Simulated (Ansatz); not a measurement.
**A failed many-body run on TiO2 (Rutile)**

A first try at the G0W0 gap of TiO2 (Rutile), what the program said, and an input that works.

Main program and level: Ansatz 0.2.0; G0W0 on r2SCAN, plane waves, PAW.

## Step 1: The structure

Symmetry: P4_2/mnm, No. 136, tetragonal system. The conventional cell has a = 4.592 Å, b = 4.592 Å, c = 2.957 Å, α = 90.00°, β = 90.00°, γ = 90.00°. Ti has 6 O at 1.95 to 1.98 Å nearest. Nearest to O lie 3 Ti at 1.95 to 1.98 Å. Farther neighbours and most contacts between anions are not listed.

The cell and positions come from the Crystallography Open Database and are kept as given unless a step says otherwise. The default PAW set here is soft_2. Its files were made with PBE.

## Step 2: First try

input.yaml reads:

```yaml
crystal:
  lattice:
    - [4.5922, 0.0, 0.0]
    - [0.0, 4.5922, 0.0]
    - [0.0, 0.0, 2.9574]
  atoms:
    - { symbol: Ti, position: [0.0, 0.0, 0.0] }
    - { symbol: Ti, position: [0.5, 0.5, 0.5] }
    - { symbol: O, position: [0.30496, 0.30496, 0.0] }
    - { symbol: O, position: [0.19504, 0.80496, 0.5] }
    - { symbol: O, position: [0.69504, 0.69504, 0.0] }
    - { symbol: O, position: [0.80496, 0.19504, 0.5] }
kpoints:
  mp_grid: { grid: [4, 4, 4] }
hamiltonian:
  xc: r2scan
scf:
  occupations: { method: fixed }
  max_iter: 60
gw:
  n_empty_bands: 65
  ecut_chi: 60
  qp_bands: [v2, c2]
  qp_kpoints: band_edges
  screening: { model: contour_deformation }
total_charge: 1
```

On the command line:

```console
$ ansatz run input.yaml --threads 2 --pin off --max-ram 92160MiB --backend cuda --events-out ev --progress --plain --runs-dir out --devices 1 --max-vram 13GiB  # rebuilt from the run's record
```

Numbers of over 12 decimals in the logs are rounded to 6 here.

Log:

```text
Error: inconsistent input (scf.occupations.method, magnetization): a σ = 0 step fill (method: fixed, or a smearing width below the step floor) cannot realise an odd electron count (47) — the per-k integer fill puts the same N_el/2 bands in each spin channel; use a smearing method with a finite width, such as fermi_dirac
```

It took 0.19 s on 2 threads of AMD EPYC 7R13 (Zen 3), shared host; peak memory 0.096 GiB.

**Diagnosis.**

The program refused the input before any cycle.

The program's message: “Error: inconsistent input (scf.occupations.method, magnetization): a σ = 0 step fill (method: fixed, or a smearing width below the step floor) cannot realise an odd electron count (47) — the per-k int …”

The fault: a charged cell. Adding or removing electrons leaves a partly filled band.

## Step 3: A better input

Now the one-shot GW correction: screening in the RPA, then the self-energy of the levels asked for.

input.yaml, as its differences from that of step 2:

```diff
@@ -18,6 +18,5 @@
   occupations: { method: fixed }
-  max_iter: 60
 gw:
-  n_empty_bands: 65
-  ecut_chi: 60
+  n_empty_bands: 229
+  ecut_chi: 138
   qp_bands: [v2, c2]
@@ -25,2 +24 @@
   screening: { model: contour_deformation }
-total_charge: 1
```

Log:

```text
GPUs: using 1 of 1 available (devices: 1).
[...]
device memory: the entry about to start is reckoned to put 1.2 GiB on a device that reports 27.2 GiB free (of which the cap on the GPU budget leaves the run 13.0 GiB)
GPU FFT provider: cuFFT
GPU libraries: cuBLAS 13.8.2, cuFFT 12.4.0, cuSOLVER 12.3.4
Crystal: 6 atoms, lattice volume = 62.367 Å³
Basis set: ecut = 500 eV, 1559 PW (Γ), exchange–correlation on 144×144×96 points (64 copies of the dense FFT grid, shifted against one another)
Bands: 30, of which v1, the nominal top of the filled ones, is band 24 counted from 1 (23 counted from 0)
Symmetry: 16 space group operations
[...]
k-points: 18 of 64
[...]
GPU buffer pool allocated for 31104 grid points (all kernels)
GPU transforms: local potential and band sums: pruned to the plane-wave sphere, on 36×36×24
[...]
0    23      8.3509   -26.2581     4.3327   -22.0039  0.7293     8.4293     8.4295  root
     0    24      8.8226   -26.2061     4.5309   -21.7509  0.7186     8.8983     8.8984  root
     0    25     11.0483   -13.2293    -7.0132   -21.3315  0.7276    12.1626    12.1374  root
     0    26     11.3853   -13.2659    -6.7349   -21.0216  0.7286    12.4282    12.4061  root
     1    23      7.3187   -25.3341     4.0051   -21.3622  0.7239     7.3520     7.3520  root
     1    24      8.3372   -25.6064     4.6537   -20.9886  0.7144     8.3730     8.3731  root
     1    25     11.4020   -13.2831    -7.2123   -21.5197  0.7154    12.4506    12.4262  root
     1    26     11.7430   -13.8232    -7.1631   -22.1060  0.7204    12.8916    12.8627  root
[...]
17    23      8.1172   -26.2753     4.5379   -21.7532  0.7235     8.1331     8.1331  root
    17    24      8.1172   -26.2753     4.5379   -21.7532  0.7235     8.1331     8.1331  root
    17    25     11.7589   -13.6648    -6.9790   -21.6539  0.7099    12.7942    12.7691  root
    17    26     11.7589   -13.6648    -6.9790   -21.6539  0.7099    12.7942    12.7691  root
[key lines of the parts left out:]
SCF converged after 8 iterations
Free energy (F): -7292.565318 eV
Fermi energy:    8.822623 eV
```

Run time: 23 s. Hardware: 1 × NVIDIA H100 80GB HBM3 (shared by 6 runs) with 2 threads; peak memory 1.4 GiB.

The column dr2 measures how far the density is from self-consistency, as an energy; F and HF (Harris–Foulkes) agree once it is small.

This step gave:

| Property | Result |
| --- | --- |
| bands summed | 253 |
| RPA ε∞ on this mesh (eigenvalues) | 6.334, 6.334, 7.815 |
| plane waves in the screening matrix | 217 |
| q-points in the mesh | 64 |
| G0W0 gap on the mesh | 3.191 eV |
| k of the valence top | 0, 0, 0 |
| k of the conduction bottom | 0, -0.5, -0.5 |
| starting gap on the mesh | 2.226 eV |
| Z at the valence top | 0.7186 |
| Z at the conduction bottom | 0.7264 |
| least direct G0W0 gap on the computed points | 3.239 eV |

The gap on the mesh goes from 2.23 eV to 3.19 eV, a correction of +0.97 eV, though a band edge has moved to another state.

## Step 4: Summary of results

```yaml
first_try: refused after 0.19 s
better_run: G0W0 gap on the mesh 3.19 eV (4×4×4 mesh, 229 empty bands, screening to 138 eV)
```

What this shows: The second run differs in: empty bands, screening cutoff (eV), cell charge and iteration cap. Bands and cutoff are finite, so the gap is not at the basis limit. The miss can reach some tenths of an eV and take either sign; the mesh is an error of its own. The 4×4×4 mesh is coarse for this cell (its supercell is 12 Å along the shortest edge). The RPA ε∞ on it, from the r2SCAN start, is 6.33 and 7.82; such meshes misread the long-range screening, most where the gap is narrow.

[Paths, hosts, dates, memory and timing lines, banners, echoed tables and standing remarks are left out of the program output.]

[Logs are printed without paths, hosts, clocks, repeated set-up lines and the standing remarks that a program may print on its own settings, such as how far it seeks lower states.]

[Runs of the session that timed out or met a known fault of the program may be left out.]

[Cells called generated may have been cut or substituted from an entry of the Crystallography Open Database or the Materials Project.]

[Hosts, paths, dates, database ids (printed as entryN), source tags and the programs' standing remarks are cut or masked in the printed files.]
